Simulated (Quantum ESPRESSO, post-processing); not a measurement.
# Ti(0001), stepped through the number of layers, part 2 of 2

Aim: how the results for Ti(0001) change with the number of layers.

Quantum ESPRESSO 7.5; plane-wave DFT, PBE, GBRV ultrasoft pseudopotentials.

So far. Step 7 (Ground state, 5 layers): Inside the slab this potential holds the local part of the pseudopotentials, which can be repulsive at the nuclei; only its value in the vacuum has a meaning of its own. Step 8 (Relaxation with pw.x, 12 layers): The relaxation lowers the energy by 8 meV an atom. On the free atoms the largest force ends at 0.020 eV/Å.

### Step 9. Ground state, 12 layers

m6.esm.in

```
&control
  prefix = 'm6.esm'
  outdir = './out'
  pseudo_dir = './pseudo'
  calculation = 'scf'
  tprnfor = .true.
/
&system
  ibrav = 0
  nat = 12
  ntyp = 1
  ecutwfc = 40
  ecutrho = 200
  occupations = 'smearing'
  smearing = 'mv'
  degauss = 0.02
  assume_isolated = 'esm'
  esm_bc = 'bc1'
/
&electrons
  conv_thr = 1e-08
  mixing_beta = 0.25
  electron_maxstep = 160
  mixing_mode = 'local-TF'
  mixing_ndim = 12
/
ATOMIC_SPECIES
  Ti  47.8670  ti_pbe_v1.4.uspp.F.UPF
CELL_PARAMETERS angstrom
  2.93894489200000 0.00000000000000 0.00000000000000
  1.46947244600000 2.54520093679451 0.00000000000000
  0.00000000000000 0.00000000000000 41.42135887628083
ATOMIC_POSITIONS crystal
  Ti  0.666666666700 0.666666666700 -0.306671720600
  Ti  0.000000000000 0.000000000000 -0.254335023000
  Ti  0.666666666700 0.666666666700 -0.196288545800
  Ti  0.000000000000 0.000000000000 -0.140206104100
  Ti  0.666666666700 0.666666666700 -0.084123662500
  Ti  0.000000000000 0.000000000000 -0.028041220800
  Ti  0.666666666700 0.666666666700 0.028041220800
  Ti  0.000000000000 0.000000000000 0.084123662500
  Ti  0.666666666700 0.666666666700 0.140206104100
  Ti  0.000000000000 0.000000000000 0.196288545800
  Ti  0.666666666700 0.666666666700 0.254335023000
  Ti  0.000000000000 0.000000000000 0.306671720600
K_POINTS automatic
  12 12 1 0 0 0
```

Started as:

```bash
$ OMP_NUM_THREADS=1 mpirun -n 4 pw.x -nk 4 -in m6.esm.in > m6.esm.out
```

Elapsed: 17 min, on 4 MPI ranks of Arm Neoverse N1, shared host; peak memory 1.1 GiB; 68 min of CPU time.

Read from the output:

| Item | Value |
| --- | --- |
| free energy | -19468.0282 eV |
| Fermi energy | -4.423 eV |
| vacuum line at the lower end of the cell, over the Fermi level | 4.423 eV |
| vacuum line at the upper end of the cell, over the Fermi level | 4.423 eV |

Inside the slab this potential holds the local part of the pseudopotentials, which can be repulsive at the nuclei; only its value in the vacuum has a meaning of its own.

### Step 10. Relaxing the ions, 14 layers

System of this step: Ti(0001), 14 layers. The cell holds 14 atoms: 14 Ti. Cell: a = 2.939 Å, b = 2.939 Å, c = 46.067 Å, α = 90.0°, β = 90.0°, γ = 60.0°. It derives from Ti. Vacuum lies along c.

m7.relax.in

```
&control
  prefix = 'm7.relax'
  outdir = './out'
  pseudo_dir = './pseudo'
  nstep = 40
  forc_conv_thr = 0.001
  calculation = 'relax'
/
&system
  ibrav = 0
  nat = 14
  ntyp = 1
  ecutwfc = 40
  ecutrho = 200
  occupations = 'smearing'
  smearing = 'mv'
  degauss = 0.02
/
&electrons
  conv_thr = 1e-08
  mixing_beta = 0.4
  electron_maxstep = 120
  mixing_mode = 'local-TF'
/
&ions
/
ATOMIC_SPECIES
  Ti  47.8670  ti_pbe_v1.4.uspp.F.UPF
CELL_PARAMETERS angstrom
  2.93894489200000 0.00000000000000 0.00000000000000
  1.46947244600000 2.54520093679451 0.00000000000000
  0.00000000000000 0.00000000000000 46.06738076028082
ATOMIC_POSITIONS crystal
  Ti  0.666666666700 0.666666666700 0.172228573151
  Ti  0.000000000000 0.000000000000 0.222654946512
  Ti  0.666666666700 0.666666666700 0.273081319874 0 0 0
  Ti  0.000000000000 0.000000000000 0.323507693235 0 0 0
  Ti  0.666666666700 0.666666666700 0.373934066596 0 0 0
  Ti  0.000000000000 0.000000000000 0.424360439958 0 0 0
  Ti  0.666666666700 0.666666666700 0.474786813319 0 0 0
  Ti  0.000000000000 0.000000000000 0.525213186681 0 0 0
  Ti  0.666666666700 0.666666666700 0.575639560042 0 0 0
  Ti  0.000000000000 0.000000000000 0.626065933404 0 0 0
  Ti  0.666666666700 0.666666666700 0.676492306765 0 0 0
  Ti  0.000000000000 0.000000000000 0.726918680126 0 0 0
  Ti  0.666666666700 0.666666666700 0.777345053488
  Ti  0.000000000000 0.000000000000 0.827771426849
K_POINTS automatic
  12 12 1 0 0 0
```

Started as:

```bash
$ OMP_NUM_THREADS=1 mpirun -n 4 pw.x -nk 4 -in m7.relax.in > m7.relax.out
```

Wall time 62 min (4 MPI ranks); peak memory 1.3 GiB; 4.1 h of CPU time.

Step by step:

```csv
step,energy less that of the first step (eV),largest force (eV/Å)
1,0.0000,0.5965
2,-0.0239,0.5282
3,-0.0471,0.4438
4,-0.0747,0.2977
5,-0.0952,0.0664
6,-0.0957,0.0288
7,-0.0958,0.0223
```

The atoms that moved most (Å):

```csv
atom,dx,dy,dz,length
Ti2,0.000,0.000,-0.081,0.081
Ti13,0.000,0.000,0.081,0.081
Ti14,0.000,0.000,-0.074,0.074
Ti1,0.000,0.000,0.074,0.074
```

The relaxation lowers the energy by 7 meV an atom. On the free atoms the largest force ends at 0.022 eV/Å.

Read from the output:

* free energy: -22713.0057 eV
* Fermi energy: 8.222 eV

### Step 11. Ground state, 14 layers

m7.esm.in

```
&control
  prefix = 'm7.esm'
  outdir = './out'
  pseudo_dir = './pseudo'
  calculation = 'scf'
  tprnfor = .true.
/
&system
  ibrav = 0
  nat = 14
  ntyp = 1
  ecutwfc = 40
  ecutrho = 200
  occupations = 'smearing'
  smearing = 'mv'
  degauss = 0.02
  assume_isolated = 'esm'
  esm_bc = 'bc1'
/
&electrons
  conv_thr = 1e-08
  mixing_beta = 0.25
  electron_maxstep = 160
  mixing_mode = 'local-TF'
  mixing_ndim = 12
/
ATOMIC_SPECIES
  Ti  47.8670  ti_pbe_v1.4.uspp.F.UPF
CELL_PARAMETERS angstrom
  2.93894489200000 0.00000000000000 0.00000000000000
  1.46947244600000 2.54520093679451 0.00000000000000
  0.00000000000000 0.00000000000000 46.06738076028082
ATOMIC_POSITIONS crystal
  Ti  0.666666666700 0.666666666700 -0.326166578000
  Ti  0.000000000000 0.000000000000 -0.279098776600
  Ti  0.666666666700 0.666666666700 -0.226918680100
  Ti  0.000000000000 0.000000000000 -0.176492306800
  Ti  0.666666666700 0.666666666700 -0.126065933400
  Ti  0.000000000000 0.000000000000 -0.075639560000
  Ti  0.666666666700 0.666666666700 -0.025213186700
  Ti  0.000000000000 0.000000000000 0.025213186700
  Ti  0.666666666700 0.666666666700 0.075639560000
  Ti  0.000000000000 0.000000000000 0.126065933400
  Ti  0.666666666700 0.666666666700 0.176492306800
  Ti  0.000000000000 0.000000000000 0.226918680100
  Ti  0.666666666700 0.666666666700 0.279098776600
  Ti  0.000000000000 0.000000000000 0.326166578000
K_POINTS automatic
  12 12 1 0 0 0
```

Started as:

```bash
$ OMP_NUM_THREADS=1 mpirun -n 4 pw.x -nk 4 -in m7.esm.in > m7.esm.out
```

Elapsed: 30 min, on 4 MPI ranks; peak memory 1.2 GiB; 1.9 h of CPU time.

Read from the output:

```
free energy                                                    : -22713.0054 eV
Fermi energy                                                   : -4.424 eV
vacuum line at the lower end of the cell, over the Fermi level : 4.424 eV
vacuum line at the upper end of the cell, over the Fermi level : 4.424 eV
```

Inside the slab this potential holds the local part of the pseudopotentials, which can be repulsive at the nuclei; only its value in the vacuum has a meaning of its own.

### Step 12. The series side by side

The series in one table:

```csv
the number of layers,energy (eV),work function (eV)
4 layers,-6488.1312,4.423
5 layers,-8110.6084,4.435
6 layers,-9733.0935,4.42
7 layers,-11355.5861,4.423
8 layers,-12978.0729,4.424
10 layers,-16223.0510,4.424
12 layers,-19468.0282,4.423
14 layers,-22713.0054,4.424
```

### Step 13. By hand

γ = intercept/(2A) = 1.8363 eV / (2 × 7.480 Å²) × 16.02 = 1.97 J/m².

### Step 14. Summary of results

| Property | Result |
| --- | --- |
| surface energy from the intercept | 1.97 J/m² |
| work function at 14 layers | 4.42 eV |

**Reading.** The series holds 8 members; surface energy from the intercept: 1.97 J/m²; work function at 14 layers: 4.42 eV (PBE, GBRV ultrasoft). A line through the energies of all but the thinnest slab has a slope of -1622.4887 eV a layer and leaves residuals that spread over 4 meV, worth 0.00 J/m². The bulk run gives -1622.4887 eV a layer, -0.0 meV from that slope; used for the thickest slab it would give 1.97 J/m². The work function spans 4.42 to 4.43 eV and over the last three members 0.00 eV. Unreconstructed faces. One mesh, so part of the swing with thickness is sampling.

Comparison with the measured values:

```
                                                                     quantity  measured   PBE, 14 layers
work function, loosely compared (polycrystalline sample, no single face) (eV)      4.33  4.42 (+0.09 eV)
```

Measured values from arxiv:1902.07811 (2019).

**Verdict.** The work function, set beside that of the polycrystal, is off by +0.09 eV. A polycrystal averages over faces, so this is a loose comparison.

[Logs are printed without paths, hosts, clocks, repeated set-up lines and the standing remarks that a program may print on its own settings, such as how far it seeks lower states.]

[Hosts, paths, dates, database ids (printed as entryN), source tags and the programs' standing remarks are cut or masked in the printed files.]

[Maps of the electrostatic potential energy from Ansatz leave out the sawtooth potential of an applied field or a dipole correction, so their vacuum need not be flat; planar profiles and work functions include it.]
